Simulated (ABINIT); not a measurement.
# YAlS3 (Pm-3m): phonons by linear response, part 5 of 6

How does YAlS3 (Pm-3m) vibrate, and is this structure a minimum?

ABINIT 10.8.3; DFT LDA, scalar-relativistic, plane waves, PseudoDojo norm-conserving pseudopotentials.

So far. Step 6 (Linear response at Γ): The acoustic modes at Γ come out as far as 3.8 cm⁻¹ from zero, where they should vanish, a small numerical error. The lowest optical mode is imaginary, 169i cm⁻¹, an instability at this level and on this k mesh. Step 7 (Modes with the sum rule): The rule moves no optical mode by more than 0.1 cm⁻¹. The relaxed cell has a = 4.536 Å (conventional setting).

The structure was built from a prototype and need not be the compound's stable phase.

## Step 10: Linear response at Γ

The zone centre is solved again, so that all wavevectors share one k mesh.

Input file dfpt_gamma.abi:

```

# common to the responses
getwfk_filepath "gso_WFK"
kptopt 2
nqpt 1
qpt 0.0 0.0 0.0
asr 0
chneut 0

# displacements
rfphon 1
rfatpol 1 5
rfdir 1 1 1
tolvrs 1.0d-10
prtwf 0

# basis, mesh and filling
ecut 30.0
ngkpt 4 4 4
nshiftk 1
shiftk 0.0 0.0 0.0
istwfk *1
occopt 7
tsmear 0.01
nband 24
nstep 100
diemac 1000000.0
prtebands 0
prtgsr 0
useylm 1

# cell and atoms
acell 8.571172542 8.571172542 8.571172542
rprim 
    1.0 0.0 0.0
    0.0 1.0 0.0
    0.0 0.0 1.0
ntypat 3
znucl 39 13 16
natom 5
typat 1 2 3 3 3
xred 
    0.0 0.0 0.0
    0.5 0.5 0.5
    0.5 0.5 0.0
    0.5 0.0 0.5
    0.0 0.5 0.5
pp_dirpath "./pseudo"
pseudos "Y.upf, Al.upf, S.upf"
```

On the command line:

```bash
> OMP_NUM_THREADS=1 mpirun -n 4 abinit dfpt_gamma.abi > dfpt_gamma.log
```

Numbers of over 12 decimals in the logs are rounded to 6 here.

dfpt_gamma.abo, the main output file:

```text
[banners, grids, parts of the stress and lines that vanish by symmetry left out]
- input  file    -> dfpt_gamma.abi
- output file    -> dfpt_gamma.abo
- root for input  files -> dfpt_gammai
- root for output files -> dfpt_gammao

 Symmetries : space group Pm -3 m (#221); Bravais cP (primitive cubic)
================================================================================
 Values of the parameters that define the memory need of the present run (RF).
     intxc =       0      iscf =       7    lmnmax =      18     lnmax =       6
     mgfft =      45  mpssoang =       3    mqgrid =    3001     natom =       5
  nloc_mem =       1    nspden =       1   nspinor =       1    nsppol =       1
      nsym =      48    n1xccc =    2501    ntypat =       3    occopt =       7
   xclevel =       1
-    mband =          24        mffmem =           1         mkmem =           9
-   mkqmem =           9        mk1mem =           9           mpw =        4972
      nfft =       91125          nkpt =          36
- my_mband =          24
================================================================================
================================================================================

--------------------------------------------------------------------------------
------------- Echo of variables that govern the present computation ------------
--------------------------------------------------------------------------------
-
- outvars: echo of selected default values
-   iomode0 =  0 , fftalg0 =312 , wfoptalg0 =  0
-
- outvars: echo of global parameters not present in the input file
-  max_nthreads =    1
-
 -outvars: echo values of preprocessed input variables
 [... echo left out ...]
================================================================================

 chkinp: Checking input parameters for consistency.

[...]
== DATASET  1 ==================================================================
-   mpi_nproc: 4, omp_nthreads: 1 (-1 if OMP is not activated)

--- !DatasetInfo
iteration_state: {dtset: 1, }
dimensions: {natom: 5, nkpt: 36, mband: 24, nsppol: 1, nspinor: 1, nspden: 1, mpw: 4972, }
cutoff_energies: {ecut:  30.0, pawecutdg:  -1.0, }
electrons: {nelect:   3.20000000E+01, charge:   0.00000000E+00, occopt:   7.00000000E+00, tsmear:   1.00000000E-02, }
meta: {optdriver: 1, rfphon: 1, }
...

 mkfilename: getwfk from: gso_WFK

 Real(R)+Recip(G) space primitive vectors, cartesian coordinates (Bohr,Bohr^-1):
 R(1)=  8.5711725  0.0000000  0.0000000  G(1)=  0.1166702  0.0000000  0.0000000
 R(2)=  0.0000000  8.5711725  0.0000000  G(2)=  0.0000000  0.1166702  0.0000000
 R(3)=  0.0000000  0.0000000  8.5711725  G(3)=  0.0000000  0.0000000  0.1166702
 Unit cell volume ucvol=  6.2968118E+02 bohr^3
 Angles (23,13,12)=  9.00000000E+01  9.00000000E+01  9.00000000E+01 degrees
 setup1 : take into account q-point for computing boxcut.

 getcut: wavevector=  0.0000  0.0000  0.0000  ngfft=  45  45  45
         ecut(hartree)=     30.000   => boxcut(ratio)=   2.08203

--- Pseudopotential description ------------------------------------------------
- pspini: atom type   1  psp file is ./pseudo/Y.upf

- pspini: atom type   2  psp file is ./pseudo/Al.upf

- pspini: atom type   3  psp file is ./pseudo/S.upf

   1.44018984E+03                                ecore*ucvol(ha*bohr**3)
--------------------------------------------------------------------------------

 ==>  initialize data related to q vector <==

 The list of irreducible perturbations for this q vector is:
    1)    idir= 1    ipert=   1
    2)    idir= 1    ipert=   2
    3)    idir= 1    ipert=   3
    4)    idir= 3    ipert=   3

[...]
The perturbation idir=   2  ipert=   1 is
 symmetric of a previously calculated perturbation.
 So, its SCF calculation is not needed.

 The perturbation idir=   3  ipert=   1 is
 symmetric of a previously calculated perturbation.
 So, its SCF calculation is not needed.

 The perturbation idir=   2  ipert=   2 is
 symmetric of a previously calculated perturbation.
 So, its SCF calculation is not needed.

 The perturbation idir=   3  ipert=   2 is
 symmetric of a previously calculated perturbation.
 So, its SCF calculation is not needed.

[...]
The perturbation idir=   2  ipert=   5 is
 symmetric of a previously calculated perturbation.
 So, its SCF calculation is not needed.

 The perturbation idir=   3  ipert=   5 is
 symmetric of a previously calculated perturbation.
 So, its SCF calculation is not needed.

--------------------------------------------------------------------------------
 Perturbation wavevector (in red.coord.)   0.000000  0.000000  0.000000
 Perturbation : displacement of atom   1   along direction   1
 Found     8 symmetries that leave the perturbation invariant.

[...]
dfpt_looppert : total number of electrons, from k and k+q
  fully or partially occupied states are    3.200000E+01 and    3.200000E+01.
 Initialisation of the first-order wave-functions :
  ireadwf=   0

--- !BeginCycle
iteration_state: {dtset: 1, }
solver: {iscf: 7, nstep: 100, nline: 4, wfoptalg: 0, }
tolerances: {tolvrs: 1.00E-10, }
...

     iter   2DEtotal(Ha)        deltaE(Ha) residm    vres2
-ETOT  1  -1.035415     -2.511E+03 1.114E+01 2.712E+03
 ETOT  2  -2.516954     -1.482E+00 9.891E-01 6.069E+01
 ETOT  3  -2.549825     -3.287E-02 1.029E-02 1.381E+01
 ETOT  4  -2.553130     -3.305E-03 5.613E-03 9.423E-02
 ETOT  5  -2.553154     -2.414E-05 2.622E-04 1.795E-03
[...]
At SCF step   11       vres2   =  3.48E-12 < tolvrs=  1.00E-10 =>converged.
[...]
Mean square residual over all n,k,spin=   13.878E-10; max=  43.256E-08

 Thirteen components of 2nd-order total energy (hartree) are
 1,2,3: 0th-order hamiltonian combined with 1st-order wavefunctions
     kin0=   1.59176511E+03 eigvalue=   2.44838109E+02  local=  -1.23273224E+03
 4,5,6: 1st-order hamiltonian combined with 1st and 0th-order wfs
 loc psp =  -2.48483496E+03  Hartree=   6.94027616E+02     xc=  -1.58604315E+02
 note that "loc psp" includes a xc core correction that could be resolved
 7,8,9: eventually, occupation + non-local contributions
    edocc=   3.67332263E+02     enl0=   1.00601775E+03   enl1=  -2.54045363E+03
 1-9 gives the relaxation energy (to be shifted if some occ is /=2.0)
   erelax=  -2.51264429E+03
 10,11,12 Non-relaxation  contributions : frozen-wavefunctions and Ewald
 fr.local=   1.14178109E+03 fr.nonlo=   1.26960771E+03  Ewald=   1.12891268E+02
 13,14 Frozen wf xc core corrections (1) and (2)
 frxc 1  =  -1.50425372E+02  frxc 2 =   1.36236441E+02
 Resulting in :
 2DEtotal=   -0.2553154687E+01 Ha. Also 2DEtotal=   -0.694748783270E+02 eV
    (2DErelax=   -2.5126442929E+03 Ha. 2DEnonrelax=    2.5100911382E+03 Ha)
    (  non-var. 2DEtotal :   -2.5531541490E+00 Ha)

[...]
Perturbation wavevector (in red.coord.)   0.000000  0.000000  0.000000
 Perturbation : displacement of atom   2   along direction   1
 Found     8 symmetries that leave the perturbation invariant.

[...]
dfpt_looppert : total number of electrons, from k and k+q
  fully or partially occupied states are    3.200000E+01 and    3.200000E+01.
 Initialisation of the first-order wave-functions :
  ireadwf=   0

--- !BeginCycle
iteration_state: {dtset: 1, }
solver: {iscf: 7, nstep: 100, nline: 4, wfoptalg: 0, }
tolerances: {tolvrs: 1.00E-10, }
...

     iter   2DEtotal(Ha)        deltaE(Ha) residm    vres2
-ETOT  1   9.615296     -5.020E+01 8.139E-01 8.326E+03
[...]
At SCF step   11       vres2   =  3.06E-12 < tolvrs=  1.00E-10 =>converged.
[...]
Mean square residual over all n,k,spin=   15.986E-10; max=  63.132E-08

 Thirteen components of 2nd-order total energy (hartree) are
 1,2,3: 0th-order hamiltonian combined with 1st-order wavefunctions
     kin0=   4.70787205E+01 eigvalue=  -2.35063762E+00  local=  -2.75753039E+01
 4,5,6: 1st-order hamiltonian combined with 1st and 0th-order wfs
 loc psp =  -2.91983684E+01  Hartree=   1.34704030E+01     xc=  -2.85750609E+00
 note that "loc psp" includes a xc core correction that could be resolved
 7,8,9: eventually, occupation + non-local contributions
    edocc=   1.74807194E+00     enl0=   2.32990771E+01   enl1=  -7.64272814E+01
 1-9 gives the relaxation energy (to be shifted if some occ is /=2.0)
   erelax=  -5.28128248E+01
 10,11,12 Non-relaxation  contributions : frozen-wavefunctions and Ewald
 fr.local=  -4.09132727E+01 fr.nonlo=   6.03653642E+01  Ewald=   4.25174906E+01
 13,14 Frozen wf xc core corrections (1) and (2)
 frxc 1  =  -7.00131578E+00  frxc 2 =   4.85047622E+00
 Resulting in :
 2DEtotal=    0.7005917711E+01 Ha. Also 2DEtotal=    0.190640732849E+03 eV
    (2DErelax=   -5.2812824776E+01 Ha. 2DEnonrelax=    5.9818742488E+01 Ha)
    (  non-var. 2DEtotal :    7.0059176148E+00 Ha)

[...]
Perturbation wavevector (in red.coord.)   0.000000  0.000000  0.000000
 Perturbation : displacement of atom   3   along direction   1
 Found     4 symmetries that leave the perturbation invariant.

[...]
dfpt_looppert : total number of electrons, from k and k+q
  fully or partially occupied states are    3.200000E+01 and    3.200000E+01.
 Initialisation of the first-order wave-functions :
  ireadwf=   0

--- !BeginCycle
iteration_state: {dtset: 1, }
solver: {iscf: 7, nstep: 100, nline: 4, wfoptalg: 0, }
tolerances: {tolvrs: 1.00E-10, }
...

     iter   2DEtotal(Ha)        deltaE(Ha) residm    vres2
-ETOT  1  4.63364321110049E-03 -5.368E+02 2.492E+00 5.534E+03
[...]
At SCF step   11       vres2   =  1.37E-11 < tolvrs=  1.00E-10 =>converged.
[...]
Mean square residual over all n,k,spin=   40.815E-10; max=  21.298E-07

 Thirteen components of 2nd-order total energy (hartree) are
 1,2,3: 0th-order hamiltonian combined with 1st-order wavefunctions
     kin0=   4.94225696E+02 eigvalue=  -2.64610232E+01  local=  -3.34641644E+02
 4,5,6: 1st-order hamiltonian combined with 1st and 0th-order wfs
 loc psp =  -4.08104820E+02  Hartree=   1.53844146E+02     xc=  -4.00167627E+01
 note that "loc psp" includes a xc core correction that could be resolved
 7,8,9: eventually, occupation + non-local contributions
    edocc=   1.94388132E+01     enl0=   2.72147393E+02   enl1=  -6.68968417E+02
 1-9 gives the relaxation energy (to be shifted if some occ is /=2.0)
   erelax=  -5.38536617E+02
 10,11,12 Non-relaxation  contributions : frozen-wavefunctions and Ewald
 fr.local=   1.51441297E+02 fr.nonlo=   3.36126229E+02  Ewald=   5.98201556E+01
 13,14 Frozen wf xc core corrections (1) and (2)
 frxc 1  =  -6.08143604E+01  frxc 2 =   5.02170392E+01
 Resulting in :
 2DEtotal=   -0.1746257207E+01 Ha. Also 2DEtotal=   -0.475180793498E+02 eV
    (2DErelax=   -5.3853661749E+02 Ha. 2DEnonrelax=    5.3679036028E+02 Ha)
    (  non-var. 2DEtotal :   -1.7462577958E+00 Ha)

[...]
Perturbation wavevector (in red.coord.)   0.000000  0.000000  0.000000
 Perturbation : displacement of atom   3   along direction   3
 Found     8 symmetries that leave the perturbation invariant.

--------------------------------------------------------------------------------

--------------------------------------------------------------------------------

 dfpt_looppert : total number of electrons, from k and k+q
  fully or partially occupied states are    3.200000E+01 and    3.200000E+01.
 Initialisation of the first-order wave-functions :
  ireadwf=   0

--- !BeginCycle
iteration_state: {dtset: 1, }
solver: {iscf: 7, nstep: 100, nline: 4, wfoptalg: 0, }
tolerances: {tolvrs: 1.00E-10, }
...

     iter   2DEtotal(Ha)        deltaE(Ha) residm    vres2
-ETOT  1   17.096820778496     -5.551E+02 2.638E+00 1.338E+04
[...]
ETOT 10   12.478865660220     -8.640E-12 1.963E-06 7.540E-10
 ETOT 11   12.478865660225      4.547E-12 2.566E-06 1.189E-11

 At SCF step   11       vres2   =  1.19E-11 < tolvrs=  1.00E-10 =>converged.
[...]
Mean square residual over all n,k,spin=   65.116E-10; max=  25.662E-07

 Thirteen components of 2nd-order total energy (hartree) are
 1,2,3: 0th-order hamiltonian combined with 1st-order wavefunctions
     kin0=   4.96360585E+02 eigvalue=  -2.18883071E+01  local=  -3.41946510E+02
 4,5,6: 1st-order hamiltonian combined with 1st and 0th-order wfs
 loc psp =  -4.18029613E+02  Hartree=   1.65502933E+02     xc=  -3.98005645E+01
 note that "loc psp" includes a xc core correction that could be resolved
 7,8,9: eventually, occupation + non-local contributions
    edocc=   2.83231888E+01     enl0=   2.73154628E+02   enl1=  -7.01382291E+02
 1-9 gives the relaxation energy (to be shifted if some occ is /=2.0)
   erelax=  -5.59705951E+02
 10,11,12 Non-relaxation  contributions : frozen-wavefunctions and Ewald
 fr.local=   1.09124160E+02 fr.nonlo=   3.66156599E+02  Ewald=   1.09074466E+02
 13,14 Frozen wf xc core corrections (1) and (2)
 frxc 1  =  -6.04801863E+01  frxc 2 =   4.83097780E+01
 Resulting in :
 2DEtotal=    0.1247886566E+02 Ha. Also 2DEtotal=    0.339567233392E+03 eV
    (2DErelax=   -5.5970595125E+02 Ha. 2DEnonrelax=    5.7218481691E+02 Ha)
    (  non-var. 2DEtotal :    1.2478864805E+01 Ha)

[...]
---- first-order wavefunction calculations are completed ----

 ==> Compute Derivative Database <==

 [... matrices left out ...]
  Phonon wavevector (reduced coordinates) :  0.00000  0.00000  0.00000
 Phonon energies in Hartree :
  -8.063999E-04 -8.063999E-04 -8.063999E-04 -7.357490E-04 -7.357490E-04
  -7.357490E-04 -1.611453E-05 -1.611453E-05 -1.611453E-05  4.750824E-04
   4.750824E-04  4.750824E-04  2.187074E-03  2.187074E-03  2.187074E-03
 Phonon frequencies in cm-1    :
- -1.769843E+02 -1.769843E+02 -1.769843E+02 -1.614783E+02 -1.614783E+02
- -1.614783E+02 -3.536730E+00 -3.536730E+00 -3.536730E+00  1.042685E+02
-  1.042685E+02  1.042685E+02  4.800072E+02  4.800072E+02  4.800072E+02

== END DATASET(S) ==============================================================
================================================================================

 -outvars: echo values of variables after computation
            acell      8.5711725420E+00  8.5711725420E+00  8.5711725420E+00 Bohr
           etotal      1.2478865660E+01
            fcart      0.0000000000E+00  0.0000000000E+00  0.0000000000E+00
           strten      0.0000000000E+00  0.0000000000E+00  0.0000000000E+00
================================================================================
```

Run time: 2.1 min. Hardware: 4 MPI ranks of Arm Neoverse V1, shared host.

Numbers from this step:

* largest acoustic frequency at the zone centre before the sum rule: -3.54 cm⁻¹
* highest optical zone-centre mode (no LO-TO term): 480.0 cm⁻¹
* lowest optical zone-centre mode: -177.0 cm⁻¹

The acoustic modes at Γ come out as far as 3.5 cm⁻¹ from zero, where they should vanish, a small numerical error. The lowest optical mode is imaginary, 177i cm⁻¹, an instability at this level and on this k mesh.

[end of part 5 of 6]

[Host names and launcher messages were left out of these logs when they were recorded.]

[Logs are printed without paths, hosts, clocks, repeated set-up lines and the standing remarks that a program may print on its own settings, such as how far it seeks lower states.]

[Hosts, paths, dates, database ids (printed as entryN), source tags and the programs' standing remarks are cut or masked in the printed files.]
